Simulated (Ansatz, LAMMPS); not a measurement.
# B in place of Si at several sites of amorphous Si at 2.06 g/cm^3 (80 atoms): runs compared

At which site of amorphous Si at 2.06 g/cm^3 (80 atoms) does B in place of Si cost least, and what about the site decides it?

Computed with Ansatz 0.2.0: Kohn-Sham DFT, PBE, PAW (set soft_2), plane waves.

In doubt: warnings of the run leave room for a lower electronic state (in some of the runs), so energies may not be the lowest and differences between runs may mislead.

## 1. The cell as built

The cell holds 80 atoms: 80 Si. Cell: a = 12.187 Å, b = 12.187 Å, c = 12.187 Å, α = 90.0°, β = 90.0°, γ = 90.0°. 80 atoms (80 Si) placed at random at 2.06 g/cm³, melted at 2500 K for 10 ps at fixed volume with the modified Tersoff potential (Kumagai, Izumi, Hara and Sakai, Comput. Mater. Sci. 39, 457 (2007)). Quenched from 2500 K to 300 K at 10 K/ps and fixed volume, annealed at 800 K for 20 ps, held 5 ps, then minimised at fixed cell.

What the set-up can't give: The quench rate of 10 K/ps far exceeds what a furnace or splat quench reaches, so expect more defects and frozen-in strain than in a real sample. The starting topology of bonds comes from the classical model, and needn't be the one that DFT or experiment would give. Sampling is at Γ alone, for a cell whose shortest periodic width is 12 Å.

## 2. The reference run

The reference is a single point at the end of the relaxation.

Every defect cell starts from the geometry of this run and is relaxed in the fixed cell.

Its input, with most atom lines left out:

```yaml
crystal:
  lattice:
    - [12.1874, 0.0, 0.0]
    - [0.0, 12.1874, 0.0]
    - [0.0, 0.0, 12.1874]
  atoms:
    - { symbol: Si, position: [0.6731, 0.13663, 0.66826] }
    - { symbol: Si, position: [0.96546, 0.97566, 0.30771] }
    - { symbol: Si, position: [0.67129, 0.43782, 0.78156] }
    - { symbol: Si, position: [0.06461, 0.18442, 0.95437] }
    - { symbol: Si, position: [0.93745, 0.55861, 0.87315] }
    - { symbol: Si, position: [0.89539, 0.0839, 0.94903] }
    - { symbol: Si, position: [0.48616, 0.56442, 0.0199] }
    [... atom lines 8 to 80 left out ...]
kpoints:
  mp_grid: { grid: [1, 1, 1] }
hamiltonian:
  xc: pbe
scf:
  occupations: { method: fermi_dirac, width: 0.025 }
output:
  forces: true
  stress: true
  populations: true
  dos:
    method: { smearing: { sigma: 0.08 } }
    de: 0.1
    projected: { site_lists: { Si: [Si] } }
  eigenvalues: true
  write_density: true
  write_potential: true
  volumetric_format: npy
```

```
free energy per atom   : -635.5740 eV/atom
r.m.s. force component : 0.00745 eV/Å
pressure               : -3.963 GPa
```

The highest filled and lowest empty levels lie 0.193 eV apart (at Γ alone), but 2 levels are partly filled, by over 2 %, under the smearing.

## 3. The runs

Each row is one run, on 4 threads of INTEL XEON PLATINUM 8581C at 2.30GHz (Emerald Rapids), shared host. The free energy is the program's total, comparable only between runs with the same functional, potentials and atoms.

| run | atoms | outcome | ionic steps, all passes | free energy (eV) | time | host memory (GiB) |
| --- | --- | --- | --- | --- | --- | --- |
| Single point at the start | 80 | converged | - | -50844.566 | 7.4 s | 1.7 |
| Relaxation | 80 | converged | 11 | -50845.917 | 53 s | 1.7 |
| Single point at the relaxed geometry | 80 | converged | - | -50845.917 | 12 s | 1.8 |
| B on a site of Si, site Si9 | 80 | converged | 5 | -50365.000 | 1.8 min | 2.9 |
| B on a site of Si, site Si23 | 80 | converged | 6 | -50365.052 | 98 s | 2.9 |
| B on a site of Si, site Si79 | 80 | converged | 8 | -50365.221 | 3.2 min | 2.9 |
| B on a site of Si, site Si5 | 80 | converged | 8 | -50365.116 | 2.5 min | 2.9 |
| B on a site of Si, site Si27 | 80 | converged | 12 | -50364.460 | 3.6 min | 2.9 |
| B on a site of Si, site Si59 | 80 | converged | 6 | -50365.690 | 2.3 min | 2.9 |
| B on a site of Si, site Si7 | 80 | converged | 5 | -50364.531 | 1.7 min | 2.9 |
| B on a site of Si, site Si13 | 80 | converged | 6 | -50365.253 | 1.8 min | 2.9 |
| B on a site of Si, site Si32 | 80 | converged | 6 | -50364.918 | 1.8 min | 2.9 |

In some runs the program notes that starting moments were not kept. Further notices: earlier solves read negative; negative dielectric reading.

Local excerpt of 11 atoms (numbers count through the whole input) about site Si59, the cheapest one, after relaxation; x, y, z are measured from there.

| atom | x | y | z | distance (Å) | bonds |
| --- | --- | --- | --- | --- | --- |
| B59 | 0.03 | 0.03 | 0.08 | 0.09 | 4 |
| Si8 | -1.81 | -0.78 | 0.44 | 2.02 | 4 |
| Si6 | -0.33 | 2.01 | -0.35 | 2.07 | 4 |
| Si49 | 1.55 | -0.98 | -0.99 | 2.08 | 4 |
| Si66 | 1.12 | 0.17 | 1.76 | 2.09 | 4 |
| Si48 | -1.64 | 1.66 | -2.38 | 3.33 | 4 |
| Si78 | -3.17 | 0.16 | -1.35 | 3.45 | 4 |
| Si21 | 2.90 | 1.65 | 0.91 | 3.46 | 5 |
| Si62 | -1.66 | -3.17 | -0.01 | 3.57 | 4 |
| Si70 | 3.28 | 0.64 | -1.38 | 3.62 | 4 |
| Si63 | 1.67 | -2.10 | 2.45 | 3.64 | 4 |

The column of bonds counts only the pairs Si-Si within 2.88 Å, Si-B within 2.38 Å; other neighbours, such as metal atoms beside each other in a compound, aren't counted, and periodic images can show an atom twice.

## 4. The sites compared

All these cells hold the same atoms, so their energies can be compared with no chemical potential.

| site | neighbours | mean distance (Å) | atoms within 6 Å | energy over the best site (eV) | before relaxation (eV) | gain on relaxing (eV) | moment (μB) |
| --- | --- | --- | --- | --- | --- | --- | --- |
| Si59 | Si4 | 2.35 | 41 | 0.00 | 0.00 | 1.57 | 0.0 |
| Si13 | Si4 | 2.40 | 42 | 0.44 | 0.22 | 1.35 | 0.9 |
| Si79 | Si4 | 2.40 | 40 | 0.47 | 0.26 | 1.37 | 0.0 |
| Si5 | Si4 | 2.41 | 37 | 0.57 | 0.32 | 1.32 | 0.9 |
| Si23 | Si5 | 2.52 | 35 | 0.64 | 0.23 | 1.16 | 1.0 |
| Si9 | Si3 | 2.43 | 37 | 0.69 | 0.32 | 1.20 | 0.6 |
| Si32 | Si4 | 2.43 | 40 | 0.77 | 0.41 | 1.21 | 0.8 |
| Si7 | Si4 | 2.48 | 39 | 1.16 | 0.53 | 0.94 | 0.0 |
| Si27 | Si4 | 2.52 | 37 | 1.23 | 0.62 | 0.96 | 0.6 |

Neighbours are those of the relaxed host within 2.88 Å (Si-Si); other pairs aren't counted.

## 5. Outcome

The cheapest site is Si59 (4 neighbours, Si4); the dearest, Si27 (4 neighbours, Si4), costs 1.2 eV more. By coordination the energies over the best site are 0.69 eV with 3 neighbours, 0.00 to 1.23 eV with 4 neighbours and 0.64 eV with 5 neighbours. Relaxation gains 0.94 to 1.6 eV and leaves the best site the same.

Caveats: Defects are neutral and interact with their images. The reference ran with fermi-dirac smearing of 0.025 eV, but 9 of the 9 defect cells with fermi-dirac smearing of 0.025 eV, spin polarised. In a disordered cell the relaxation can also rearrange atoms far from the site. In the spin-polarised runs the search for a state of lower energy was switched off. Only 9 of the 80 Si sites were tried; unless symmetry makes the others alike to these, a cheaper one may exist. A local or semilocal functional tends to spread out the unpaired spin of such defects. Sites that ended on different moments differ in electronic state too. The pressure of -4.0 GPa means that a free cell would contract at this level.

The DFT runs together took 22 min of wall time.

[Logs are printed without paths, hosts, clocks, repeated set-up lines and the standing remarks that a program may print on its own settings, such as how far it seeks lower states.]

[Hosts, paths, dates, database ids (printed as entryN), source tags and the programs' standing remarks are cut or masked in the printed files.]
